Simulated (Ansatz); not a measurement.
# Te2Mo (P6_3/mmc): converging the G0W0 gap

Aim: see how the G0W0 gap of Te2Mo (P6_3/mmc) on PBE moves with empty bands and screening cutoff, and what each rung costs.

Method: G0W0 on PBE, plane waves, PAW, in Ansatz 0.2.0.

**1. The starting structure**

The structure is hexagonal, space group P6_3/mmc (No. 194). Conventional cell: a = 3.518 Å, b = 3.518 Å, c = 13.974 Å, α = 90.00°, β = 90.00°, γ = 120.00°. Nearest to Te lie 3 Mo at 2.72 Å. Mo has 6 Te at 2.72 Å nearest. Farther neighbours and most contacts between anions are not listed.

The cell and positions come from the Crystallography Open Database and are kept as given unless a step says otherwise. Spin-orbit coupling is left out unless a step names it. The default PAW set here is soft_2. Its files were made with PBE.

**2. 340 empty bands, screening to 100 eV**

G0W0 replaces the xc potential by the self-energy, built once from these orbitals. Only a window of levels is corrected, while the sums run over the empty bands that the input names.

input.yaml reads:

```yaml
crystal:
  lattice:
    - [3.5182, 0.0, 0.0]
    - [-1.7591, 3.0468505756, 0.0]
    - [0.0, 0.0, 13.9736]
  atoms:
    - { symbol: Te, position: [0.3333333333, 0.6666666667, 0.621] }
    - { symbol: Te, position: [0.6666666667, 0.3333333333, 0.121] }
    - { symbol: Te, position: [0.3333333333, 0.6666666667, 0.879] }
    - { symbol: Te, position: [0.6666666667, 0.3333333333, 0.379] }
    - { symbol: Mo, position: [0.3333333333, 0.6666666667, 0.25] }
    - { symbol: Mo, position: [0.6666666667, 0.3333333333, 0.75] }
kpoints:
  mp_grid: { grid: [6, 6, 2] }
hamiltonian:
  xc: pbe
scf:
  occupations: { method: fixed }
gw:
  n_empty_bands: 340
  ecut_chi: 100.0
  qp_bands: [v2, c2]
  qp_kpoints: band_edges
  screening: { model: contour_deformation }
```

Started as:

```bash
$ ansatz run input.yaml --threads 3 --pin off --max-ram 64512MiB --backend cuda --events-out ev --progress --plain --runs-dir out --devices 1 --max-vram 24GiB  # rebuilt from the run's record
```

Numbers of over 12 decimals in the logs are rounded to 6 here.

What it wrote:

```text
GPUs: using 1 of 1 available (devices: 1).
Engine: ansatz 0.2.0, x86_64-unknown-linux-gnu
Pseudopotentials: kind: paw
Pseudopotential: Te, paw, valence charge 16, recommended cutoff 420 eV (normal), Te.paw.azcp
Pseudopotential: Mo, paw, valence charge 14, recommended cutoff 420 eV (normal), Mo.paw.azcp
Functional definition: PBE
  parameter kappa = 0.804
  parameter beta = 0.066725
  exchange = pbe_x(kappa = kappa, mu = beta*pi^2/3)
  correlation = pbe_c(beta = beta)
device memory: the entry about to start is reckoned to put 2.7 GiB on a device that reports 66.8 GiB free (of which the cap on the GPU budget leaves the run 24.0 GiB)
GPU FFT provider: cuFFT
GPU libraries: cuBLAS 13.8.1, cuFFT 12.4.0, cuSOLVER 12.3.2
Crystal: 6 atoms, lattice volume = 149.789 Å³
Basis set: ecut = 420 eV, 2909 PW (Γ)
Bands: 56, of which v1, the nominal top of the filled ones, is band 46 counted from 1 (45 counted from 0)
Symmetry: 24 space group operations
Space group: P63/mmc (ITA 194), of the structure as read, at distance tolerance 5.3e-5 Å
k-points: 14 of 72
Non-local potential: Te, projectors of the file, l = 0: 2, l = 1: 2, l = 2: 2, l = 3: 2
Non-local potential: Mo, projectors of the file, l = 0: 3, l = 1: 2, l = 2: 2, l = 3: 1
PAW form: soft (Blöchl's): semilocal exchange-correlation on the pseudo side does not see the compensation charge
PAW one-centre angular grid: Te, 590 points (default); XC on 64 Gauss nodes
PAW one-centre angular grid: Mo, 590 points (default); XC on 64 Gauss nodes
Initial density: superposition of atomic densities (neutral atoms: chi_scale 0, normalization atom), corrected by the library's trained network
Initial wavefunctions: pseudopotential atomic-orbital guess
GPU buffer pool allocated for 55296 grid points (all kernels)
GPU transforms: local potential and band sums: pruned to the plane-wave sphere, on 24×24×96
Functional: x = pbe(κ = 0.804, μ = 0.219515), c = pbe(β = 0.066725)
SCF iter   1: F=—  HF=-37833.381216 eV  |F-HF|=—  |Δ(HF+E_count)|=         —  Δρ=4.19e-3  dr2=8.71e-3  ethr=1.77e-3  ⟨swp⟩=5.0  Hψ=2460  notcnv=0  defer=95
preconditioner: auto → Resta (q_TF=auto, 2.515 Å⁻¹)  ε∞=6.9  [insulator: Δε(μ)=0.830 eV  Ē_g=7.483 eV  n_scr=52 (ndim 8)  ℏωp=18.2 eV  f_vac=0.021  ε∞_Penn≈6.9]
SCF iter   2: F=—  HF=-37833.389481 eV  |F-HF|=—  |Δ(HF+E_count)|=   8.27e-3  Δρ=2.47e-3  dr2=2.99e-3  ethr=9.47e-6  ⟨swp⟩=2.4  Hψ=1199  notcnv=0  defer=112
SCF iter   3: F=—  HF=-37833.393603 eV  |F-HF|=—  |Δ(HF+E_count)|=   4.12e-3  Δρ=9.95e-4  dr2=2.69e-3  ethr=3.25e-6  ⟨swp⟩=2.0  Hψ=998  notcnv=0  defer=110
SCF iter   4: F=—  HF=-37833.393755 eV  |F-HF|=—  |Δ(HF+E_count)|=   1.53e-4  Δρ=1.22e-4  dr2=1.84e-5  ethr=2.92e-6  ⟨swp⟩=2.0  Hψ=916  notcnv=0  defer=110
SCF iter   5: F=—  HF=-37833.393789 eV  |F-HF|=—  |Δ(HF+E_count)|=   3.36e-5  Δρ=5.42e-5  dr2=4.65e-6  ethr=2.00e-8  ⟨swp⟩=2.1  Hψ=1035  notcnv=0  defer=73
SCF iter   6: F=—  HF=-37833.393799 eV  |F-HF|=—  |Δ(HF+E_count)|=   1.05e-5  Δρ=1.29e-5  dr2=2.91e-7  ethr=5.06e-9  ⟨swp⟩=2.0  Hψ=992  notcnv=0  defer=73
SCF iter   7: F=-37833.393800 eV  HF=-37833.393800 eV  |F-HF|=1.89e-8  |Δ(HF+E_count)|=   3.60e-7  Δρ=4.25e-6  dr2=3.42e-8  ethr=1.09e-10  ⟨swp⟩=10.9  Hψ=2886  notcnv=0
SCF 1 converged in 7 iterations: F = -37833.393800 eV  dr2 = 3.42e-8
  greatest PAW one-centre occupation: 0.998 electrons in one spin orbital (limit 2), on the Mo atom at site 5 (counted from 0), in its partial waves of l = 0
device memory: the entry about to start is reckoned to put 3.3 GiB (of the 3.4 GiB reckoned in all, the device holds 0.1 GiB already) on a device that reports 66.7 GiB free (of which the cap on the GPU budget leaves the run 24.0 GiB)
NSCF: frozen V_eff on 14 k-points
the band table was solved once the SCF had ended and its energy, with any forces and stress, was formed, with the checks that follow a solve (3063 applications of the Hamiltonian). They found nothing against the state; the energy, forces and stress were not computed again (output.eigenvalues in the input reference)
device memory: the entry about to start is reckoned to put 4.7 GiB on a device that reports 66.8 GiB free (of which the cap on the GPU budget leaves the run 24.0 GiB)
NSCF: frozen V_eff on 14 k-points
G₀W₀ screening: q 1/14
[... further progress lines ...]
SCF converged after 7 iterations
Free energy (F): -37833.393800 eV
Harris-Foulkes:  -37833.393800 eV  (|F-HF|=1.89e-8)
Internal energy: -37833.393800 eV  (E = F + TS)
E sigma→0 (E₀):  -37833.393800 eV
Fermi energy:    12.476785 eV
--- Per-component energies (eV) ---
  E_band       = -1144.069831
  E_kinetic    = 1609.785122
  E_local      = -7394.316016  (includes V_loc(G=0)·N_el)
  E_nonlocal   = -952.600477
  E_hartree    = 4140.452821
  E_xc         = -866.129895
  E_vxc        = -877.433077  (∫ρ·V_xc dr)
  E_paw        = -25053.963139  (= ΣΔE_a)
  E_vpaw       = -1810.415581  (= ΣTr[D̂ρ^β])
  E_aug_tail   = -0.000600  (compensation charges beyond the density's cutoff)
  E_ewald      = -9316.621616
  E_smearing   = -0.000000  (= −TS)
  E_closure    = 0.000000  (closes the sum)
  Σ components = -37833.393800   (vs F -37833.393800, Δ=0.00e0)
--- Band table (eV; the first three rows and the last of 14) ---
  k-point 0: bands = [... 42 lower, 11.4630, 11.4630, 12.1533, 12.4768, 15.3790, 15.3790, 15.5118, 15.5118, ... 6 higher]
  k-point 1: bands = [... 42 lower, 11.4454, 11.4454, 12.3955, 12.3955, 15.4167, 15.4167, 15.4167, 15.4167, ... 6 higher]
  k-point 2: bands = [... 42 lower, 11.2493, 11.4875, 12.0321, 12.1938, 14.2805, 14.5480, 14.5744, 14.8163, ... 6 higher]
  k-point 13: bands = [... 42 lower, 10.4828, 10.4828, 12.2673, 12.2673, 13.4563, 13.4563, 14.1035, 14.1035, ... 6 higher]
--- G₀W₀: contour deformation, 7 samples at zero and on the imaginary axis and 1 off it, 72 q-points, 340 empty bands' worth ---
  eigenvalues of the whole cell's RPA ε∞ on this k-mesh (on a slab, of 1 + 4πα/V) = 10.6971, 19.7786, 19.7786; static W/v taken at q = 0 is 0.053609
  gw.qp_kpoints: band_edges: 13 of 14 stored k-points solved, in 1 pass; an edge of the gap read off the rows below is read off those points alone
    valence top: of the k-points left out ik 5 came nearest to being solved in a further pass, in band 46 (counted from 1, as in the quasiparticle table): it holds the edge there only if its correction is more favourable than any solved in that band by at least 0.779 eV; those differ by 0.474 eV
    conduction bottom: of the k-points left out ik 5 came nearest to being solved in a further pass, in band 47 (counted from 1, as in the quasiparticle table): it holds the edge there only if its correction is more favourable than any solved in that band by at least 0.491 eV; those differ by 0.293 eV
    ik  band        ε_KS         Σx   Σc(E_QP)       V_xc       Z   E_QP_lin       E_QP  E_QP is
     0    45     12.1533   -16.2237     1.1821   -14.7039  0.7662    11.8134    11.8157  root
     0    46     12.4768   -18.8277     0.4211   -18.5220  0.7262    12.5921    12.5924  root
     0    47     15.3790   -12.6210    -3.9852   -16.8236  0.7299    15.5978    15.5964  root
     0    48     15.3790   -12.6210    -3.9852   -16.8236  0.7299    15.5978    15.5964  root
     1    45     12.3955   -18.2145     0.6181   -17.6124  0.7349    12.4115    12.4115  root
     1    46     12.3955   -18.2145     0.6181   -17.6124  0.7349    12.4115    12.4115  root
     1    47     15.4167   -12.5953    -4.0113   -16.8153  0.7277    15.6267    15.6254  root
     1    48     15.4167   -12.5953    -4.0113   -16.8153  0.7277    15.6267    15.6254  root
     2    45     12.0321   -18.6367     0.7279   -17.9967  0.7237    12.1199    12.1201  root
     2    46     12.1938   -16.2987     1.1118   -14.8737  0.7668    11.8788    11.8806  root
     2    47     14.2805   -13.0711    -3.9198   -17.2426  0.7286    14.5342    14.5321  root
     2    48     14.5480   -13.5327    -3.9730   -17.8596  0.7410    14.9054    14.9018  root
     3    45     12.0781   -17.8981     0.8449   -17.0180  0.7370    12.0429    12.0429  root
     3    46     12.0781   -17.8981     0.8449   -17.0180  0.7370    12.0429    12.0429  root
     3    47     14.4364   -13.2857    -3.9530   -17.5145  0.7283    14.7149    14.7122  root
     3    48     14.4364   -13.2857    -3.9530   -17.5145  0.7283    14.7149    14.7122  root
     4    45     11.5764   -17.8902     1.2507   -16.5541  0.7316    11.4909    11.4911  root
     4    46     11.7222   -18.2412     1.1140   -17.0914  0.7314    11.6864    11.6864  root
     4    47     13.5958   -14.0358    -3.9213   -18.3238  0.7214    13.9659    13.9626  root
     4    48     13.9727   -14.3824    -3.8197   -18.5414  0.7191    14.3154    14.3120  root
     6    45     11.8745   -16.5397     1.1456   -15.1507  0.7545    11.6299    11.6312  root
     6    46     12.1636   -17.0046     0.9961   -15.8132  0.7563    11.9676    11.9683  root
     6    47     13.7445   -16.0700    -4.0692   -20.6409  0.7019    14.2537    14.2461  root
     6    48     13.8032   -15.8020    -4.1078   -20.3909  0.7031    14.2914    14.2842  root
[...]
12    45     12.1713   -17.8470     0.4325   -17.5288  0.7178    12.2854    12.2856  root
    12    46     12.4105   -18.5644     0.2697   -18.4557  0.7177    12.5712    12.5715  root
    12    47     13.4493   -15.3409    -3.8700   -19.6439  0.7106    13.8867    13.8822  root
    12    48     13.4493   -15.3409    -3.8700   -19.6439  0.7106    13.8867    13.8822  root
    13    45     12.2673   -18.0639     0.3460   -17.8507  0.7183    12.4000    12.4002  root
    13    46     12.2673   -18.0639     0.3460   -17.8507  0.7183    12.4000    12.4002  root
    13    47     13.4563   -15.3359    -3.8734   -19.6408  0.7107    13.8921    13.8877  root
    13    48     13.4563   -15.3359    -3.8734   -19.6408  0.7107    13.8921    13.8877  root
```

The job ended after 19 s (1 × NVIDIA H100 80GB HBM3 (shared by 3 runs) with 3 threads of AMD EPYC 7R13 (Zen 3), shared host; peak memory 1.7 GiB).

Numbers from this step:

- bands summed: 386
- RPA ε∞ on this mesh (eigenvalues): 10.70, 19.78, 19.78
- plane waves in the screening matrix: 329
- q-points in the mesh: 72
- G0W0 gap on the mesh: 0.9815 eV
- k of the valence top: 0, 0, 0
- k of the conduction bottom: 0.1667, 0.1667, 0
- starting gap on the mesh: 0.8260 eV
- Z at the valence top: 0.7262
- Z at the conduction bottom: 0.7386
- least direct G0W0 gap on the computed points: 1.311 eV

The gap on the mesh goes from 0.83 eV to 0.98 eV, a correction of +0.16 eV. Between the two edge states, bare exchange in place of the xc potential would open the gap by 4.04 eV, and correlation takes back 3.89 eV.

**3. 962 empty bands, screening to 200 eV**

Bands and screening cutoff are moved together, since each hides the error of the other.

Changes to input.yaml since step 2:

```diff
@@ -19,4 +19,4 @@
 gw:
-  n_empty_bands: 340
-  ecut_chi: 100.0
+  n_empty_bands: 962
+  ecut_chi: 200.0
   qp_bands: [v2, c2]
```

What it wrote:

```text
GPUs: using 1 of 1 available (devices: 1).
[...]
GPU FFT provider: cuFFT
GPU libraries: cuBLAS 13.8.1, cuFFT 12.4.0, cuSOLVER 12.3.2
Crystal: 6 atoms, lattice volume = 149.789 Å³
Basis set: ecut = 420 eV, 2909 PW (Γ)
Bands: 56, of which v1, the nominal top of the filled ones, is band 46 counted from 1 (45 counted from 0)
[... 1 set-up line as in the run before ...]
[...]
k-points: 14 of 72
[...]
GPU buffer pool allocated for 55296 grid points (all kernels)
[...]
SCF iter   1: F=—  HF=-37833.381216 eV  |F-HF|=—  |Δ(HF+E_count)|=         —  Δρ=4.19e-3  dr2=8.71e-3  ethr=1.77e-3  ⟨swp⟩=5.0  Hψ=2460  notcnv=0  defer=95
[...]
SCF iter   7: F=-37833.393800 eV  HF=-37833.393800 eV  |F-HF|=1.89e-8  |Δ(HF+E_count)|=   3.60e-7  Δρ=4.25e-6  dr2=3.42e-8  ethr=1.09e-10  ⟨swp⟩=10.9  Hψ=2886  notcnv=0
SCF 1 converged in 7 iterations: F = -37833.393800 eV  dr2 = 3.42e-8
[...]
NSCF: frozen V_eff on 14 k-points
[...]
G₀W₀ screening: q 1/14
[... further progress lines ...]
SCF converged after 7 iterations
Free energy (F): -37833.393800 eV
[...]
Internal energy: -37833.393800 eV  (E = F + TS)
E sigma→0 (E₀):  -37833.393800 eV
Fermi energy:    12.476785 eV
[...]
--- Band table (eV; the first three rows and the last of 14) ---
  k-point 0: bands = [... 42 lower, 11.4630, 11.4630, 12.1533, 12.4768, 15.3790, 15.3790, 15.5118, 15.5118, ... 6 higher]
  k-point 1: bands = [... 42 lower, 11.4454, 11.4454, 12.3955, 12.3955, 15.4167, 15.4167, 15.4167, 15.4167, ... 6 higher]
  k-point 2: bands = [... 42 lower, 11.2493, 11.4875, 12.0321, 12.1938, 14.2805, 14.5480, 14.5744, 14.8163, ... 6 higher]
  k-point 13: bands = [... 42 lower, 10.4828, 10.4828, 12.2673, 12.2673, 13.4563, 13.4563, 14.1035, 14.1035, ... 6 higher]
[...]
bands read: the sum over 1008 bands ends inside a degenerate multiplet in 2 slots, whose members it reads at an even weight; the widest, k=1: bands 1007 to 1010 (counted from 1) at 2/4 each
[...]
0    45     12.1533   -16.2237     0.9512   -14.7039  0.7655    11.5777    11.5848  root
     0    46     12.4768   -18.8277     0.1694   -18.5220  0.7211    12.3402    12.3405  root
     0    47     15.3790   -12.6210    -4.2317   -16.8236  0.7288    15.3499    15.3498  root
     0    48     15.3790   -12.6210    -4.2317   -16.8236  0.7288    15.3499    15.3498  root
     1    45     12.3955   -18.2145     0.3726   -17.6124  0.7307    12.1652    12.1660  root
     1    46     12.3955   -18.2145     0.3726   -17.6124  0.7307    12.1652    12.1660  root
     1    47     15.4167   -12.5953    -4.2582   -16.8153  0.7259    15.3785    15.3785  root
     1    48     15.4167   -12.5953    -4.2582   -16.8153  0.7259    15.3785    15.3785  root
[...]
13    45     12.2673   -18.0639     0.1234   -17.8507  0.7139    12.1775    12.1776  root
    13    46     12.2673   -18.0639     0.1234   -17.8507  0.7139    12.1775    12.1776  root
    13    47     13.4563   -15.3359    -4.1139   -19.6408  0.7041    13.6480    13.6472  root
    13    48     13.4563   -15.3359    -4.1139   -19.6408  0.7041    13.6480    13.6472  root
```

Elapsed: 64 s, on 1 × NVIDIA H100 80GB HBM3 (shared by 3 runs) with 3 threads; peak memory 4.2 GiB; 2.1 min of CPU time.

Numbers from this step:

```
bands summed                                 : 1008
RPA ε∞ on this mesh (eigenvalues)            : 10.65, 19.52, 19.52
plane waves in the screening matrix          : 939
q-points in the mesh                         : 72
G0W0 gap on the mesh                         : 1.016 eV
k of the valence top                         : 0, 0, 0
k of the conduction bottom                   : 0.1667, 0.1667, 0
starting gap on the mesh                     : 0.8260 eV
Z at the valence top                         : 0.7211
Z at the conduction bottom                   : 0.7348
least direct G0W0 gap on the computed points : 1.306 eV
```

Against the run with 6×6×2 mesh, 340 empty bands, screening to 100 eV, the gap moves by +0.03 eV.

**4. Changing the frequency model: 6×6×2 mesh, 962 empty bands, screening to 200 eV, plasmon pole**

A plasmon pole stands in for the full frequency dependence of the screening; this run shows what that costs in accuracy.

Changes to input.yaml since step 3:

```diff
@@ -23,2 +23,2 @@
   qp_kpoints: band_edges
-  screening: { model: contour_deformation }
+  screening: { model: godby_needs }
```

What it wrote:

```text
GPUs: using 1 of 1 available (devices: 1).
[...]
GPU FFT provider: cuFFT
GPU libraries: cuBLAS 13.8.1, cuFFT 12.4.0, cuSOLVER 12.3.2
Crystal: 6 atoms, lattice volume = 149.789 Å³
Basis set: ecut = 420 eV, 2909 PW (Γ)
Bands: 56, of which v1, the nominal top of the filled ones, is band 46 counted from 1 (45 counted from 0)
[... 1 set-up line as in the run before ...]
[...]
k-points: 14 of 72
[...]
1    48     15.4167   -12.5953    -4.1682   -16.8153  0.7924    15.4685    15.4685  root
[...]
13    45     12.2673   -18.0639     0.1024   -17.8507  0.7725    12.1566    12.1566  root
    13    46     12.2673   -18.0639     0.1024   -17.8507  0.7725    12.1566    12.1566  root
    13    47     13.4563   -15.3359    -4.0334   -19.6408  0.7680    13.7280    13.7277  root
    13    48     13.4563   -15.3359    -4.0334   -19.6408  0.7680    13.7280    13.7277  root
[key lines of the parts left out:]
SCF converged after 7 iterations
Free energy (F): -37833.393800 eV
Fermi energy:    12.476785 eV
```

The job ended after 2 min (1 × NVIDIA H100 80GB HBM3 (shared by 3 runs) with 3 threads; peak memory 8.4 GiB).

Numbers from this step:

```yaml
bands_summed: 1008
plasmon_pole_fit_frequency: 29.10 eV
rpa_eps_infinity_on_this_mesh_eigenvalues: 10.65, 19.52, 19.52
plane_waves_in_the_screening_matrix: 939
g0w0_gap_on_the_mesh: 1.044 eV
k_of_the_valence_top: 0, 0, 0
k_of_the_conduction_bottom: 0.1667, 0.1667, 0
starting_gap_on_the_mesh: 0.8260 eV
least_direct_g0w0_gap_on_the_computed_points: 1.394 eV
```

Against the run with 6×6×2 mesh, 962 empty bands, screening to 200 eV, the gap moves by +0.03 eV.

**5. Convergence and cost**

Times are wall times on 1 × NVIDIA H100 80GB HBM3 (shared by 3 runs) with 3 threads of AMD EPYC 7R13 (Zen 3), shared host, good to a factor of about two.

```csv
mesh,files,frequency,bands summed,cutoff (eV),start (eV),G0W0 (eV),time,host memory (GiB)
6×6×2,default PAW,contour deformation,386,100,0.826,0.981,19 s,1.7
6×6×2,default PAW,contour deformation,1008,200,0.826,1.016,64 s,4.2
6×6×2,default PAW,plasmon pole,1008,200,0.826,1.044,2 min,8.4
```

The parts of the quasiparticle energy at the two band edges (eV; QP = start + Σx + Σc − Vxc):

```
       run               edge  start      Σx     Σc     Vxc     Z     QP
 386 bands        valence top  12.48  -18.83   0.42  -18.52  0.73  12.59
 386 bands  conduction bottom  13.30  -13.10  -3.46  -16.84  0.74  13.57
1008 bands        valence top  12.48  -18.83   0.17  -18.52  0.72  12.34
1008 bands  conduction bottom  13.30  -13.10  -3.68  -16.84  0.73  13.36
```

**6. What came out**

* 386 bands, 100 eV: 0.981 eV
* 1008 bands, 200 eV: 1.016 eV
* estimated limit in bands and cutoff: 1.04 eV
* mesh and start: 6×6×2, PBE

A line in one over the bands through the two rungs gives 1.04 eV, +0.02 eV from the top rung; with two points alone it is an unchecked estimate. The rungs stand 0.06 eV (386 bands) and 0.02 eV (1008 bands) from it. From 386 to 1008 bands the gap moves by +0.03 eV while the time grows 3.4-fold. Σc changes by −0.25 eV at the valence top and −0.22 eV at the conduction bottom, so the levels themselves move more than the gap between them. The plasmon-pole model gives +0.03 eV against contour deformation, 15 % of the correction (the least direct gap moves by +0.09 eV), and saved no time in this program. The 6×6×2 mesh misses a band edge: over a band path and its finer mesh (run apart) the PBE gap is 0.71 eV, so the G0W0 gap over the zone may lie about 0.12 eV below its value on the mesh. The 6×6×2 mesh is coarse for this cell (its supercell is 21 Å along the shortest edge). The RPA ε∞ on it, from the PBE start, is 10.65 and 19.52; such meshes misread the long-range screening, most where the gap is narrow. The many-body steps are scalar-relativistic: spin-orbit coupling is not in them.

[Paths, hosts, dates, memory and timing lines, banners, echoed tables and standing remarks are left out of the program output.]

[Logs are printed without paths, hosts, clocks, repeated set-up lines and the standing remarks that a program may print on its own settings, such as how far it seeks lower states.]

[Runs of the session that timed out or met a known fault of the program may be left out.]

[Cells called generated may have been cut or substituted from an entry of the Crystallography Open Database or the Materials Project.]

[Hosts, paths, dates, database ids (printed as entryN), source tags and the programs' standing remarks are cut or masked in the printed files.]
